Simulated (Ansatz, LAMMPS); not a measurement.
# Glassy B2O3 (150 atoms): support functions against a reference, part 2 of 2

Wanted: errors and times of a linear-scaling basis for glassy B2O3 (150 atoms). A setting counts as converged where the r.m.s. difference of forces stays under 1 % of the r.m.s. force.

Ansatz 0.2.0; Kohn-Sham DFT, LDA, PAW (set soft_2), plane waves.

The cell: 60 B and 90 O. The quench rate of 100 K/ps far exceeds what a furnace or splat quench reaches. The starting topology of bonds comes from the classical model. Sampling is at Γ alone, for a cell whose shortest periodic width is 12 Å.

So far. Step 3 (Plane-wave single point): Mean Löwdin charges: B +0.65, O -0.36 e (they miss 0.88 % of the electrons, so they add up to more than the cell's charge). The largest share in the top eV of filled states is O p (97 % of the projected weight), and in the lowest eV of empty states B p (74 % of the projected weight).

## 4. Structure statistics

These statistics describe the geometry on which the runs were made.

Density 2.00 g/cm³, 11.57 Å³ an atom.

Pair distribution functions g(r), in bins of 0.2 Å:

| r (Å) | total | O-O | O-B | B-B |
| --- | --- | --- | --- | --- |
| 1.30 | 2.89 | 0.00 | 6.00 | 0.00 |
| 1.50 | 2.75 | 0.00 | 5.75 | 0.00 |
| 1.70 | 0.00 | 0.00 | 0.00 | 0.00 |
| 1.90 | 0.00 | 0.00 | 0.00 | 0.00 |
| 2.10 | 0.00 | 0.00 | 0.00 | 0.00 |
| 2.30 | 0.71 | 1.92 | 0.05 | 0.00 |
| 2.50 | 1.35 | 3.33 | 0.12 | 0.59 |
| 2.70 | 0.79 | 0.18 | 0.19 | 3.97 |
| 2.90 | 0.49 | 0.73 | 0.34 | 0.42 |
| 3.10 | 0.92 | 1.18 | 0.90 | 0.44 |
| 3.30 | 1.14 | 1.00 | 1.39 | 0.70 |
| 3.50 | 1.17 | 0.64 | 1.63 | 1.01 |
| 3.70 | 1.45 | 0.69 | 2.12 | 1.14 |
| 3.90 | 1.22 | 0.90 | 1.50 | 1.14 |
| 4.10 | 0.84 | 0.95 | 0.72 | 0.97 |
| 4.30 | 0.99 | 1.10 | 0.82 | 1.28 |
| 4.50 | 0.99 | 1.38 | 0.70 | 0.96 |
| 4.70 | 1.11 | 1.50 | 0.84 | 1.05 |
| 4.90 | 0.99 | 1.13 | 0.79 | 1.28 |
| 5.10 | 0.98 | 0.80 | 1.06 | 1.15 |
| 5.30 | 0.89 | 0.86 | 0.92 | 0.83 |
| 5.50 | 0.92 | 0.86 | 1.05 | 0.68 |
| 5.70 | 1.00 | 0.88 | 1.14 | 0.85 |
| 5.90 | 0.96 | 0.85 | 1.08 | 0.87 |

Bonds by pair of elements; cutoffs follow the first minimum of g(r), held within bounds set by covalent radii, and pairs that aren't listed don't count as bonded:

| pair A-B | cutoff (Å) | bonds | mean length (Å) | spread (Å) | shortest (Å) | B about A | A about B |
| --- | --- | --- | --- | --- | --- | --- | --- |
| O-B | 1.82 | 180 | 1.40 | 0.02 | 1.35 | 2 | 3 |

How many atoms have how many bonded neighbours:

```
element  mean   2   3
      B     3   0  60
      O     2  90   0
```

Bond angles (no mean is given where the spread exceeds 20°):

```
angle  count  mean (°)  spread (°)
O-B-O    180       120         3.9
B-O-B     90       151        11.7
```

Oxygen atoms by the number of network formers (Si, P, Ge, B, Al, As, Ga) bound to them:

```csv
network formers bound to O,O atoms,per cent
0,0,0
1,0,0
2,90,100
```

Network units: each former by its oxygen neighbours and how many of them bridge to another former:

| former | O neighbours | bridging O | atoms |
| --- | --- | --- | --- |
| B | 3 | 3 | 60 |

Rings of the network by King's shortest-path rule, up to 12 atoms, one path for each pair of neighbours; H, halogens, alkali and alkaline-earth atoms are left out:

```csv
ring size (atoms),rings,per network atom
10,2,0.013
12,5,0.033
```

Counting bonds as in the table, all B atoms have 3 and all O atoms have 2 bonded neighbours. The O-B-O angle averages 120° with a spread of 4°. 100 % of the oxygens bridge two formers and 0 % are non-bridging. The commonest B unit has 3 oxygens, 3 of them shared with other formers (60 of 60 atoms). Rings of 12 atoms are the most common (71 % of those counted); sizes run from 10 to 12, where the search stops.

The surroundings of O105, picked at random, nearest first, numbered as they follow in the input and with coordinates relative to it.

```csv
atom,x,y,z,distance (Å),bonds,Löwdin charge (e),Fx,Fy,Fz (eV/Å)
O105,0.00,0.00,0.00,0.00,2,-0.36,0.05,0.51,-0.18
B31,-0.09,-1.04,-0.92,1.39,3,0.62,-1.29,0.61,-0.56
B9,0.09,1.38,0.30,1.42,3,0.65,2.70,0.91,-0.88
O132,-1.00,-0.85,-2.01,2.40,2,-0.38,-0.19,0.17,-0.19
O75,1.38,2.00,0.16,2.43,2,-0.39,-0.06,-0.72,0.43
O120,0.62,-2.25,-0.80,2.47,2,-0.34,-0.41,1.42,-0.15
O108,-0.94,2.31,0.49,2.54,2,-0.35,-0.63,-0.43,0.64
B50,-0.06,-0.59,2.50,2.57,3,0.65,0.41,-1.41,0.35
O137,0.21,0.77,2.55,2.67,2,-0.35,-0.89,-0.60,-0.12
O68,-1.32,-1.14,2.13,2.75,2,-0.36,0.18,0.48,-0.29
```

## 5. Support functions medium

The cell is solved in localised support functions. Besides, the program derives a nominal cutoff of 464 eV for this run, against the reference's 420.

This step: Kohn-Sham DFT, LDA, PAW (set soft_2), localised support functions (medium) (Ansatz 0.2.0).

input.yaml

```yaml
crystal:
  lattice:
    - [12.01747, 0.0, 0.0]
    - [0.0, 12.01747, 0.0]
    - [0.0, 0.0, 12.01747]
  atoms:
    [... the 150 atom lines of step 3 ...]
kpoints:
  mp_grid: { grid: [1, 1, 1] }
hamiltonian:
  xc: lda
scf:
  occupations: { method: fermi_dirac, width: 0.025 }
  eigensolver: { kind: { support_functions: { accuracy: medium } } }
  max_iter: 150
output:
  forces: true
  eigenvalues: true
```

Launch:

```sh
$ ansatz run input.yaml --threads 8 --pin off --max-ram 15872MiB --backend cpu --events-out ev --progress --plain --runs-dir out
```

Standard output:

```text
Warning: scf.eigensolver.kind.support_functions: disabling space-group detection — the functions' gradient is summed over unrotated k-points, so no spatial operation reduces the k-mesh or symmetrises the density; time reversal is kept, so that k and −k are solved as one point where they differ and the mesh holds both, and exact exchange and, on two spinor components, a DFT+U term hold to it where the run has them: [...]
Warning: basis.ecutwfc = 464 eV, auto-derived: no grid that the accuracy of the support functions lays serves the files at the lower one that their records recommend; a deck with other species or settings can derive another value
settings of this run that can trade accuracy for cost: scf.eigensolver.kind.support_functions [...]
[...]
Crystal: 150 atoms, lattice volume = 1735.558 Å³
Basis set: ecut = 464 eV, 39223 PW (Γ)
Bands: 432, of which v1, the nominal top of the filled ones, is band 360 counted from 1 (359 counted from 0)
Symmetry: 1 space group operations
k-points: 1
[...]
SCF iter   1: F=—  HF=-59037.340108 eV  |F-HF|=—  |Δ(HF+E_count)|=         —  Δρ=8.90e-2  dr2=1.19e2  ethr=1.00e-1
[...]
SCF iter  12: F=—  HF=-59066.204123 eV  |F-HF|=—  |Δ(HF+E_count)|=   1.84e-3  Δρ=1.05e-5  dr2=4.24e-6  ethr=2.35e-9  κ⁻¹=2.0e-5(r=7)
SCF iter  13: F=-59066.204122 eV  HF=-59066.204123 eV  |F-HF|=5.89e-7  |Δ(HF+E_count)|=   3.25e-9  Δρ=5.18e-6  dr2=1.30e-6  ethr=5.89e-10
SCF 1 converged in 13 iterations: F = -59066.223969 eV  dr2 = 1.30e-6
[...]
SCF converged after 13 iterations
Stability not checked: this state was not tested for a lower state beside it, because the mixer in use, unlike msr1, does not test its closes by its own steps (another_mixer; see scf.mixing.algorithm and scf.lower_state_search)
Free energy (F): -59066.223969 eV
[...]
Internal energy: -59066.223969 eV  (E = F + TS)
E sigma→0 (E₀):  -59066.223969 eV
Fermi energy:    3.518039 eV
[...]
Σ components = -59066.223969   (vs F -59066.223969, Δ=0.00e0)
--- Forces (eV/Å), atoms counted from 1 ---
  atom   1  B     -1.76009109     1.26752707     0.42204861
  atom   2  B      0.76975214     0.77017401     1.62554508
  atom   3  B      0.51003736    -0.16640656    -0.29932988
  atom   4  B     -0.58196912    -1.12215928     0.10992140
[...]
atom 150  O     -0.25830682    -0.20634687     0.35372881
  max |Σ_I F_I| component: 3.94e-3 eV/Å
--- Band table (eV) ---
[...]
```

Elapsed: 36 s, on 8 threads of AMD EPYC 9R45, shared host; peak memory 5.1 GiB.

The program notes that the band table was not solved further than the SCF left it and it switched symmetry off.

Keys that differ from the reference: support_functions.accuracy = "medium" and scf.max_iter = 150.

Forces differ from the reference by 1.2 meV/Å r.m.s., 0.14 % of their size, well within a tolerance of 1 %; the energy by -7.3 meV/atom. It took roughly 4.5 times the reference's time (one timing each, with unlike analyses asked), in 13 cycles against 10.

## 6. What each setting buys

Differences are against the plane-wave reference (Kohn-Sham DFT, LDA, PAW (set soft_2), plane waves), whose r.m.s. force component is 0.860 eV/Å. Energies are set beside the reference only for runs with its functional, potentials and electron count. Times are for 8 threads of AMD EPYC 9R45, shared host. The reference's time includes the DOS, the stress and grids, which some other runs skip.

| run | Δ force, r.m.s. (meV/Å) | share of r.m.s. force (%) | Δ energy (meV/atom) | Δ gap (eV) | cycles | time | host memory (GiB) |
| --- | --- | --- | --- | --- | --- | --- | --- |
| reference | - | - | - | - | 10 | 7.9 s | 2.4 |
| support functions medium | 1.17 | 0.136 | -7.31 | -5.0e-4 | 13 | 36 s | 5.1 |

## 7. Results

```
free energy per atom                             : -393.7675 eV/atom
pressure                                         : -16.31 GPa
r.m.s. force component                           : 0.8603 eV/Å
gap (highest filled to lowest empty level) : 4.531 eV
wall time of the 2 DFT runs                      : 44 s
```

Against plane waves at 420 eV, the forces differ by 1.2 meV/Å (0.14 %) with support functions medium. At 150 atoms the run with support functions medium takes roughly 4.5 times the time of plane waves (whose run also made extra analyses), in 13 SCF cycles against 10. In energy the support functions at preset levels lie below plane waves at 420 eV. Their grid holds more waves than that cutoff, so part of the difference is likely the reference's own basis error.

The highest filled and lowest empty levels differ by 4.53 eV (at Γ alone); a semilocal functional tends to put such gaps too low. In a disordered cell it changes from sample to sample, and tail or defect levels can set it. Counting bonds as in the table, all B atoms have 3 and all O atoms have 2 bonded neighbours. 100 % of the oxygens bridge two formers and 0 % are non-bridging.

Caveats: The force components of 0.86 eV/Å r.m.s. come partly from thermal motion and partly from the difference between the classical potential and DFT. The stress is far from hydrostatic: its diagonal is -18.6, -16.1, -14.3 GPa, compression counted positive. The classical run held zero pressure, yet DFT finds -16 GPa in this frame, which points to a density or bond lengths far off those of this functional.

Against the measurements quoted at the start:

```csv
quantity,measured,this cell,difference,method of the measurement
nearest B–O distance,1.35 Å,1.40 Å,+3.8 %,in situ X-ray diffraction
```

The cell differs from the measured distances by up to 3.8 %. Distances of this cell are positions of the first main peak of g(r), or bond means where the peak is narrow; means over all bonds within a cutoff lie farther out for broad shells. The network comes from the model that made the cell; DFT did not move the atoms, so distances and counts test that model.

[Long decimals in the printed logs are rounded to 6 places.]

[Logs are printed without paths, hosts, clocks, repeated set-up lines and the standing remarks that a program may print on its own settings, such as how far it seeks lower states.]

[Hosts, paths, dates, database ids (printed as entryN), source tags and the programs' standing remarks are cut or masked in the printed files.]
